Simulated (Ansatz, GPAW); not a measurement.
**Ag2IBr (model structure): optical spectrum from first principles**

Wanted: where Ag2IBr (model structure) starts to absorb, how strongly, and its refractive index. The cell was made here by substitution or stacking, whether or not such a phase is known. It was built so: 1 of the 2 Br atoms of the cell replaced by I in the P2_1/m structure of AgBr. The cell is first relaxed with Ansatz.

Calculated with GPAW 26.7.0; DFT, PBE, plane-wave PAW (GPAW data sets), scalar-relativistic, RPA, optical limit.

Most raw output is cut from this account.

### 1. The starting structure

The structure is monoclinic, space group Pm (No. 6). Conventional cell: a = 4.245 Å, b = 4.289 Å, c = 6.034 Å, α = 90.00°, β = 91.15°, γ = 90.00°. I has 6 Ag at 2.98 to 3.06 Å nearest. Ag has 4 I at 2.98 to 3.06 Å and 2 Br at 3.01 to 3.05 Å nearest. Nearest to Ag lie 4 Br at 2.98 to 3.06 Å and 2 I at 3.01 to 3.05 Å. Br has 6 Ag at 2.98 to 3.06 Å nearest. 1 of the 2 Br atoms of the cell replaced by I in the P2_1/m structure of AgBr. Farther neighbours and most contacts between anions are not listed.

### 2. Relaxation

The structure was built or cut out here, so it is relaxed before any spectrum is computed.

This step: DFT, PBE, plane-wave PAW, default files, scalar-relativistic, relaxation (Ansatz 0.2.0).

The input, input.yaml:

```yaml
crystal:
  lattice:
    - [4.24483432, 0.0, 0.0]
    - [0.0, 4.28875716, 0.0]
    - [-0.12094316, 0.0, 6.03318861]
  atoms:
    - { symbol: I, position: [0.723132, 0.75, 0.255405] }
    - { symbol: Ag, position: [0.208525, 0.25, 0.239883] }
    - { symbol: Ag, position: [0.791475, 0.75, 0.760117] }
    - { symbol: Br, position: [0.276868, 0.25, 0.744595] }
kpoints:
  mp_grid: { grid: [5, 5, 4] }
scf:
  occupations: { method: fermi_dirac, width: 0.05 }
hamiltonian:
  xc: pbe
output:
  forces: true
  stress: true
relax:
  f_tol: 0.02
  max_steps: 50
  cell: {}
```

Run with:

```sh
$ ansatz run input.yaml --threads 1 --pin off --max-ram 4096MiB --backend cpu --events-out ev --progress --plain --runs-dir out
```

It took 2 min on 1 thread of Arm Neoverse N1, shared host; peak memory 0.4 GiB.

Step by step:

| step | energy less that of the first step (eV) | largest force component (eV/Å) | pressure (GPa) | volume (Å³) |
| --- | --- | --- | --- | --- |
| 1 | 0.0000 | 0.0966 | -0.46 | 109.83 |
| 2 | -0.0157 | 0.0713 | -0.02 | 108.78 |
| 3 | -0.0217 | 0.0089 | -0.05 | 108.76 |
| 4 | -0.0223 | 0.0022 | 0.03 | 108.55 |
| 5 | -0.0224 | 0.0011 | 0.00 | 108.65 |
| 6* | -0.0221 | 0.0011 | 0.00 | 108.65 |

Relaxation steps marked * repeat the geometry before them on a plane-wave basis chosen anew for their cell, so energy and pressure can jump there.

The run keeps the 2 symmetry operations that it works with, so distortions that break them were not tested.

| cell as run | before | after | change |
| --- | --- | --- | --- |
| a (Å) | 4.245 | 4.277 | +0.8 % |
| b (Å) | 4.289 | 4.279 | -0.2 % |
| c (Å) | 6.034 | 5.937 | -1.6 % |
| β (°) | 91.15 | 90.00 | -1.3 % |
| volume (Å³/atom) | 27.46 | 27.16 | -1.1 % |

The atoms that moved most (Å, as changes of fractional coordinates times the final cell):

| atom | dx | dy | dz | length |
| --- | --- | --- | --- | --- |
| Ag2 | 0.173 | 0.000 | 0.062 | 0.184 |
| Ag3 | -0.168 | 0.000 | -0.062 | 0.179 |
| Br4 | -0.116 | 0.000 | 0.031 | 0.120 |
| I1 | 0.111 | 0.000 | -0.031 | 0.115 |

Final coordinates:

```xyz
4
Lattice="4.2765 0.0000 0.0434 0.0000 4.2790 0.0000 -0.0602 0.0000 5.9368" Properties=species:S:1:pos:R:3 pbc="T T T"
I     3.1880    3.2092    1.5167
Ag    1.0502    1.0697    1.4950
Ag    3.1714    3.2092    4.4852
Br    1.0229    1.0697    4.4634
```

The relaxation ends with a largest force component of 0.0011 eV/Å and a pressure of 0.00 GPa.

### 3. Ground state

First the ground state: is it a metal or has it a gap?

This step: DFT, PBE, plane-wave PAW (GPAW data sets), scalar-relativistic, ground state (GPAW 26.7.0).

The input, gs.py:

```python
from ase import Atoms
from ase.dft.bandgap import bandgap
from gpaw import GPAW, PW, FermiDirac

atoms = Atoms(['I', 'Ag', 'Ag', 'Br'],
              cell=[[4.276455938850, 0.000000000000, 0.043367798850],
                    [0.000000000000, 4.278964404700, 0.000000000000],
                    [-0.060204983649, 0.000000000000, 5.936754151722]],
              scaled_positions=[[0.748991573000, 0.750000000000, 0.250000000000],
                                [0.249101098400, 0.250000000000, 0.250000000000],
                                [0.752160813600, 0.750000000000, 0.750000000000],
                                [0.249746514900, 0.250000000000, 0.750000000000]],
              pbc=[True, True, True])
atoms.calc = GPAW(mode=PW(500), xc='PBE', kpts={'size': (5, 5, 4), 'gamma': True},
                  occupations=FermiDirac(0.05), maxiter=150, txt='gs.txt')
print('energy (eV)', atoms.get_potential_energy())
print('Fermi level (eV)', atoms.calc.get_fermi_level())
print('valence electrons', atoms.calc.get_number_of_electrons())
print('gap (eV)', bandgap(atoms.calc, output=None)[0])
print('direct gap (eV)', bandgap(atoms.calc, direct=True, output=None)[0])
atoms.calc.write('gs.gpw')
```

Run with:

```sh
$ OMP_NUM_THREADS=1 python gs.py
```

Run time: 1.9 min. Hardware: 1 thread; peak memory 0.26 GiB.

Numbers from this step:

| Quantity | Value |
| --- | --- |
| energy | -9.785 eV |
| Fermi energy | 4.481 eV |
| gap on the k-mesh | 0.7376 eV |
| direct gap on the mesh | 2.283 eV |
| electrons | 48 |

There is a gap, 0.74 eV on this mesh (points off the mesh can give less), so no carriers' term is needed.

### 4. Bands for the response

At the fixed density, many empty bands are solved on the mesh of the response, since the spectrum sums over them.

This step: DFT, PBE, plane-wave PAW (GPAW data sets), scalar-relativistic, bands at fixed density (GPAW 26.7.0).

The input, nscf.py:

```python
from ase.dft.bandgap import bandgap
from gpaw import GPAW, FermiDirac

calc = GPAW('gs.gpw').fixed_density(kpts={'size': (7, 7, 6), 'gamma': True}, nbands=81, convergence={'bands': 75},
                                    occupations=FermiDirac(0.001), txt='nscf.txt')
print('gap (eV)', bandgap(calc, output=None)[0])
print('direct gap (eV)', bandgap(calc, direct=True, output=None)[0])
print('top band over the Fermi level (eV)', min(calc.get_eigenvalues(kpt=k)[74] for k in range(len(calc.get_ibz_k_points()))) - calc.get_fermi_level())
calc.write('full.gpw', mode='all')
```

Run with:

```sh
$ OMP_NUM_THREADS=1 python nscf.py
```

The job ended after 26 min (1 thread; peak memory 0.81 GiB).

Read-outs, printed or worked out from the files:

* gap on the k-mesh: 0.6521 eV

### 5. Dielectric function, RPA

Transitions between filled and empty bands, summed over the zone, give the optical response, so mesh, band count and broadening shape it.

The induced potential is part of this response.

This step: DFT, PBE, plane-wave PAW (GPAW data sets), scalar-relativistic, RPA, optical limit (GPAW 26.7.0).

The input, df.py:

```python
from gpaw.response.df import DielectricFunction

df = DielectricFunction('full.gpw', frequencies={'type': 'nonlinear', 'domega0': 0.03, 'omega2': 8},
                        ecut=60,
                        eta=0.1,
                        nbands=75,
                        txt='df.txt')
for direction in ['x', 'y', 'z']:
    df.get_dielectric_function(xc='RPA', direction=direction, filename=f'df_{direction}.csv')
```

Run with:

```sh
$ OMP_NUM_THREADS=1 python df.py
```

It took 3.8 min on 1 thread; peak memory 0.69 GiB.

This step gave:

| Quantity | Value |
| --- | --- |
| electronic dielectric constant ε∞, mean over x, y and z (by symmetry where fewer were run) | 6.216 |
| main peak of Im epsilon, first axis | 4.237 eV |

Some rows of df_x.csv (energy; Re and Im without local fields; Re and Im with them):

```text
0.000000, 6.722571, 0.000000, 6.193419, 0.000000
0.555532, 6.808199, 0.031613, 6.272522, 0.029216
1.143969, 7.114697, 0.076272, 6.556139, 0.070685
1.768324, 7.840080, 0.175853, 7.231202, 0.164629
2.431988, 9.176475, 0.891812, 8.451150, 0.869756
3.138794, 12.031389, 3.686851, 10.950195, 3.417593
3.893091, 7.583881, 12.511726, 7.154770, 11.486827
4.699832, -0.741116, 6.446638, -0.983886, 6.263681
5.564682, 1.107043, 5.379310, 0.641359, 4.942449
6.494155, 1.010327, 3.746062, 0.560266, 3.218944
7.495775, 0.756023, 4.134419, 0.458635, 3.274350
8.578281, -0.040111, 4.026669, 0.300387, 3.073365
9.751884, -0.518313, 3.114974, -0.041471, 2.484361
11.028587, -1.159643, 2.104132, -0.468977, 1.976139
12.422601, -0.493373, 0.965682, -0.381021, 1.050729
13.950874, 0.134190, 0.885118, 0.234982, 0.755585
15.633783, 0.201790, 0.844699, 0.339578, 0.664262
17.496047, 0.213790, 0.774404, 0.515241, 0.653960
19.567954, 0.231175, 0.474937, 0.413360, 0.535138
```

Values under the direct gap are tails of Lorentzian lines. The Im ε by photon energy; read off at these points:

| photon energy (eV) | E ∥ x or y | E ∥ z |
| --- | --- | --- |
| 0.00 | 0 | 0 |
| 0.50 | 0.0261 | 0.0258 |
| 1.00 | 0.0586 | 0.0577 |
| 1.50 | 0.111 | 0.107 |
| 2.00 | 0.269 | 0.228 |
| 2.50 | 1.03 | 0.791 |
| 3.00 | 2.96 | 3.31 |
| 3.50 | 6.15 | 5.83 |
| 3.94 | 11.6 | 13.6 |
| 4.00 | 11.8 | 12.9 |
| 4.24 | 14.6 | 12.6 |
| 4.50 | 8.47 | 11.8 |
| 5.00 | 4.99 | 5.08 |
| 5.50 | 4.85 | 4.13 |
| 6.00 | 4.64 | 2.98 |
| 6.50 | 3.24 | 3.43 |
| 7.00 | 3.42 | 3.04 |
| 7.50 | 3.27 | 4.13 |
| 8.00 | 2.84 | 3.18 |
| 8.50 | 3.11 | 3.46 |
| 9.00 | 2.49 | 3.02 |
| 9.50 | 2.76 | 2.67 |
| 10.00 | 2.58 | 2.40 |
| 10.50 | 2.15 | 2.13 |
| 11.00 | 1.99 | 1.78 |
| 11.50 | 1.54 | 1.64 |
| 12.00 | 1.25 | 1.50 |
| 12.50 | 0.975 | 0.908 |
| 13.00 | 0.877 | 0.844 |
| 13.50 | 0.802 | 0.862 |
| 14.00 | 0.768 | 0.784 |
| 14.50 | 0.865 | 0.762 |
| 15.00 | 0.805 | 0.789 |
| 15.50 | 0.684 | 0.716 |
| 16.00 | 0.659 | 0.654 |
| 16.50 | 0.690 | 0.669 |
| 17.00 | 0.737 | 0.676 |
| 17.50 | 0.654 | 0.603 |
| 18.00 | 0.711 | 0.676 |
| 18.50 | 0.776 | 0.771 |
| 19.00 | 0.649 | 0.667 |
| 19.50 | 0.544 | 0.566 |
| 20.00 | 0.522 | 0.533 |
| 20.50 | 0.533 | 0.493 |
| 21.00 | 0.457 | 0.442 |
| 21.50 | 0.406 | 0.450 |

The Re ε by photon energy:

| photon energy (eV) | E ∥ x or y | E ∥ z |
| --- | --- | --- |
| 0.0 | 6.19 | 6.26 |
| 0.5 | 6.26 | 6.32 |
| 1.0 | 6.46 | 6.53 |
| 1.5 | 6.87 | 6.93 |
| 2.0 | 7.70 | 7.69 |
| 2.5 | 8.61 | 8.57 |
| 3.0 | 10.3 | 10.4 |
| 3.5 | 13.2 | 12.7 |
| 4.0 | 6.48 | 5.30 |
| 4.5 | -1.85 | -0.233 |
| 5.0 | 0.305 | -0.598 |
| 5.5 | 0.969 | 0.561 |
| 6.0 | 0.190 | 0.181 |
| 6.5 | 0.572 | -0.502 |
| 7.0 | 0.498 | 1.51 |
| 7.5 | 0.462 | 0.233 |
| 8.0 | 0.458 | 0.379 |
| 8.5 | 0.363 | 0.591 |
| 9.0 | 0.00856 | -0.238 |
| 9.5 | 0.0506 | -0.0302 |
| 10.0 | 0.118 | -0.370 |
| 10.5 | -0.346 | -0.433 |
| 11.0 | -0.455 | -0.366 |
| 11.5 | -0.387 | -0.430 |
| 12.0 | -0.455 | -0.544 |
| 12.5 | -0.305 | -0.311 |
| 13.0 | -0.0416 | 0.0312 |
| 13.5 | 0.0659 | 0.0481 |
| 14.0 | 0.251 | 0.123 |
| 14.5 | 0.309 | 0.293 |
| 15.0 | 0.261 | 0.260 |
| 15.5 | 0.320 | 0.221 |
| 16.0 | 0.425 | 0.343 |
| 16.5 | 0.483 | 0.489 |
| 17.0 | 0.456 | 0.368 |
| 17.5 | 0.516 | 0.552 |
| 18.0 | 0.567 | 0.565 |
| 18.5 | 0.477 | 0.419 |
| 19.0 | 0.389 | 0.423 |
| 19.5 | 0.384 | 0.349 |
| 20.0 | 0.436 | 0.351 |
| 20.5 | 0.479 | 0.465 |
| 21.0 | 0.456 | 0.469 |
| 21.5 | 0.491 | 0.520 |

The reflectivity at normal incidence has structure finer than the step of the table below, so its rows give means over 0.5 eV, whole bins alone (the curve runs from 0 to 21.9 eV). Peaks (eV: height): E ∥ x or y 4.33: 48.3, 8.83: 25.1, 11.25: 28.2; E ∥ z 4.56: 46.8, 5.27: 37.4, 5.87: 32.7, 6.44: 30.2, 7.50: 27.0, 8.77: 28.8, 12.34: 31.4.

Reflectivity at normal incidence against photon energy; means over each step:

| photon energy (eV) | E ∥ x or y (%) | E ∥ z (%) |
| --- | --- | --- |
| 0.5 | 18.4 | 18.6 |
| 1.0 | 19.0 | 19.2 |
| 1.5 | 20.1 | 20.2 |
| 2.0 | 22.2 | 22.2 |
| 2.5 | 24.5 | 24.9 |
| 3.0 | 28.9 | 28.8 |
| 3.5 | 35.1 | 34.6 |
| 4.0 | 40.5 | 40.9 |
| 4.5 | 43.8 | 43.8 |
| 5.0 | 30.9 | 36.2 |
| 5.5 | 27.2 | 29.3 |
| 6.0 | 27.6 | 25.2 |
| 6.5 | 23.0 | 25.4 |
| 7.0 | 21.1 | 16.6 |
| 7.5 | 21.7 | 25.5 |
| 8.0 | 21.5 | 22.8 |
| 8.5 | 22.1 | 23.0 |
| 9.0 | 22.3 | 26.6 |
| 9.5 | 21.9 | 22.9 |
| 10.0 | 22.4 | 25.3 |
| 10.5 | 25.4 | 25.3 |
| 11.0 | 26.5 | 25.5 |
| 11.5 | 26.0 | 25.6 |
| 12.0 | 26.6 | 27.8 |
| 12.5 | 24.8 | 27.7 |
| 13.0 | 18.7 | 18.4 |
| 13.5 | 14.9 | 15.5 |
| 14.0 | 11.1 | 13.7 |
| 14.5 | 10.2 | 10.2 |
| 15.0 | 10.4 | 10.4 |
| 15.5 | 8.98 | 10.5 |
| 16.0 | 6.85 | 7.92 |
| 16.5 | 6.14 | 6.33 |
| 17.0 | 6.49 | 7.51 |
| 17.5 | 5.64 | 5.23 |
| 18.0 | 5.51 | 5.31 |
| 18.5 | 7.11 | 7.36 |
| 19.0 | 7.61 | 7.48 |
| 19.5 | 7.01 | 7.71 |
| 20.0 | 5.76 | 6.98 |
| 20.5 | 5.32 | 5.34 |
| 21.0 | 5.23 | 4.90 |
| 21.5 | 4.32 | 4.27 |

Values under the direct gap are tails of Lorentzian lines. Table of Im ε, E ∥ x or y by photon energy; read off at these points:

| photon energy (eV) | without local fields | with local fields |
| --- | --- | --- |
| 0.00 | 0 | 0 |
| 0.50 | 0.0282 | 0.0261 |
| 1.00 | 0.0633 | 0.0586 |
| 1.50 | 0.120 | 0.111 |
| 2.00 | 0.283 | 0.269 |
| 2.50 | 1.05 | 1.03 |
| 3.00 | 3.13 | 2.96 |
| 3.50 | 6.98 | 6.15 |
| 4.00 | 12.9 | 11.8 |
| 4.24 | 15.4 | 14.6 |
| 4.50 | 8.57 | 8.47 |
| 5.00 | 5.42 | 4.99 |
| 5.50 | 5.34 | 4.85 |
| 6.00 | 5.24 | 4.64 |
| 6.50 | 3.77 | 3.24 |
| 7.00 | 4.10 | 3.42 |
| 7.50 | 4.13 | 3.27 |
| 8.00 | 3.93 | 2.84 |
| 8.50 | 4.12 | 3.11 |
| 9.00 | 3.18 | 2.49 |
| 9.50 | 3.48 | 2.76 |
| 10.00 | 3.36 | 2.58 |
| 10.50 | 2.47 | 2.15 |
| 11.00 | 2.15 | 1.99 |
| 11.50 | 1.54 | 1.54 |
| 12.00 | 1.12 | 1.25 |
| 12.50 | 0.944 | 0.975 |
| 13.00 | 0.952 | 0.877 |
| 13.50 | 0.885 | 0.802 |
| 14.00 | 0.902 | 0.768 |
| 14.50 | 1.04 | 0.865 |
| 15.00 | 0.958 | 0.805 |
| 15.50 | 0.856 | 0.684 |
| 16.00 | 0.883 | 0.659 |
| 16.50 | 0.925 | 0.690 |
| 17.00 | 0.880 | 0.737 |
| 17.50 | 0.775 | 0.654 |
| 18.00 | 0.794 | 0.711 |
| 18.50 | 0.643 | 0.776 |
| 19.00 | 0.548 | 0.649 |
| 19.50 | 0.468 | 0.544 |
| 20.00 | 0.455 | 0.522 |
| 20.50 | 0.452 | 0.533 |
| 21.00 | 0.409 | 0.457 |
| 21.50 | 0.374 | 0.406 |

Table of refractive index n and extinction k by photon energy:

| photon energy (eV) | n, E ∥ x or y | k, E ∥ x or y | n, E ∥ z | k, E ∥ z |
| --- | --- | --- | --- | --- |
| 0 | 2.49 | 0 | 2.50 | 0 |
| 1 | 2.54 | 0.0115 | 2.55 | 0.0113 |
| 2 | 2.77 | 0.0484 | 2.77 | 0.0412 |
| 3 | 3.24 | 0.456 | 3.26 | 0.508 |
| 4 | 3.16 | 1.87 | 3.10 | 2.08 |
| 5 | 1.63 | 1.53 | 1.50 | 1.69 |
| 6 | 1.55 | 1.49 | 1.26 | 1.19 |
| 7 | 1.41 | 1.22 | 1.57 | 0.970 |
| 8 | 1.29 | 1.10 | 1.34 | 1.19 |
| 9 | 1.12 | 1.11 | 1.18 | 1.28 |
| 10 | 1.16 | 1.11 | 1.02 | 1.18 |
| 11 | 0.891 | 1.12 | 0.852 | 1.04 |
| 12 | 0.662 | 0.945 | 0.725 | 1.03 |
| 13 | 0.646 | 0.678 | 0.662 | 0.638 |
| 14 | 0.728 | 0.528 | 0.677 | 0.579 |
| 15 | 0.744 | 0.541 | 0.739 | 0.534 |
| 16 | 0.777 | 0.424 | 0.735 | 0.445 |
| 17 | 0.813 | 0.453 | 0.754 | 0.448 |
| 18 | 0.859 | 0.414 | 0.850 | 0.397 |
| 19 | 0.757 | 0.429 | 0.779 | 0.428 |
| 20 | 0.747 | 0.349 | 0.703 | 0.379 |
| 21 | 0.742 | 0.308 | 0.746 | 0.296 |

From ε follow the optical constants at some laser and lamp lines:

| wavelength (nm) | n xy | k xy | R (%) xy | 1/α xy | n z | k z | R (%) z | 1/α z |
| --- | --- | --- | --- | --- | --- | --- | --- | --- |
| 1550 | 2.52 | 0.009 | 18.7 | 14 µm | 2.54 | 0.009 | 18.9 | 14 µm |
| 1064 | 2.56 | 0.014 | 19.3 | 6.0 µm | 2.58 | 0.014 | 19.4 | 6.1 µm |
| 532 | 2.86 | 0.162 | 23.4 | 262 nm | 2.93 | 0.143 | 24.2 | 295 nm |
| 450 | 3.12 | 0.210 | 26.6 | 171 nm | 3.20 | 0.225 | 27.7 | 159 nm |
| 405 | 3.25 | 0.460 | 28.8 | 70 nm | 3.22 | 0.548 | 28.9 | 59 nm |
| 365 | 3.46 | 0.644 | 31.9 | 45 nm | 3.50 | 0.628 | 32.2 | 46 nm |
| 248 | 1.63 | 1.532 | 29.6 | 13 nm | 1.50 | 1.692 | 34.2 | 12 nm |

Below the direct gap, k and the depth come from the tails of the Lorentzian lines, not from transitions.

Rows near the edge hang on the gap, which this functional as a rule makes too small, and phonon-assisted absorption is left out.

### 6. Results

| Quantity | Value |
| --- | --- |
| electronic dielectric constant ε∞, mean over x, y and z (by symmetry where fewer were run) (RPA) | 6.22 |
| main peak of Im epsilon, first axis | 4.24 eV |

What this shows: At this level (PBE, RPA) Ag2IBr has a mean ε∞ = 6.22 and n = 2.52 at 1550 nm (E ∥ x), and Im ε peaks at 4.2 eV (E ∥ x). The cell shrank by 1.1 % in volume. On the mesh the gap is 0.65 eV and the least direct gap 2.28 eV, so on this mesh the band edges lie at different points. Local fields change the static value along x from 6.72 to 6.19 (-8 %). The static values by axis are 6.19 (xy), 6.26 (z). Excitons and phonon-assisted transitions are missing; PBE gaps are as a rule too small, which pulls the onset down and ε∞ up. Spin-orbit coupling is left out although heavy atoms are present. The sum runs over mesh points, so small or evenly spaced maxima can still be ripples of the mesh. In this version of GPAW the matrix elements of the optical limit are incomplete, which can lower ε − 1 by up to a tenth where first-row anions or d states rule, and shift it by more in d metals.

[Machine, clock and banner lines and Python warnings are left out of the logs.]

[Logs are printed without paths, hosts, clocks, repeated set-up lines and the standing remarks that a program may print on its own settings, such as how far it seeks lower states.]

[Hosts, paths, dates, database ids (printed as entryN), source tags and the programs' standing remarks are cut or masked in the printed files.]
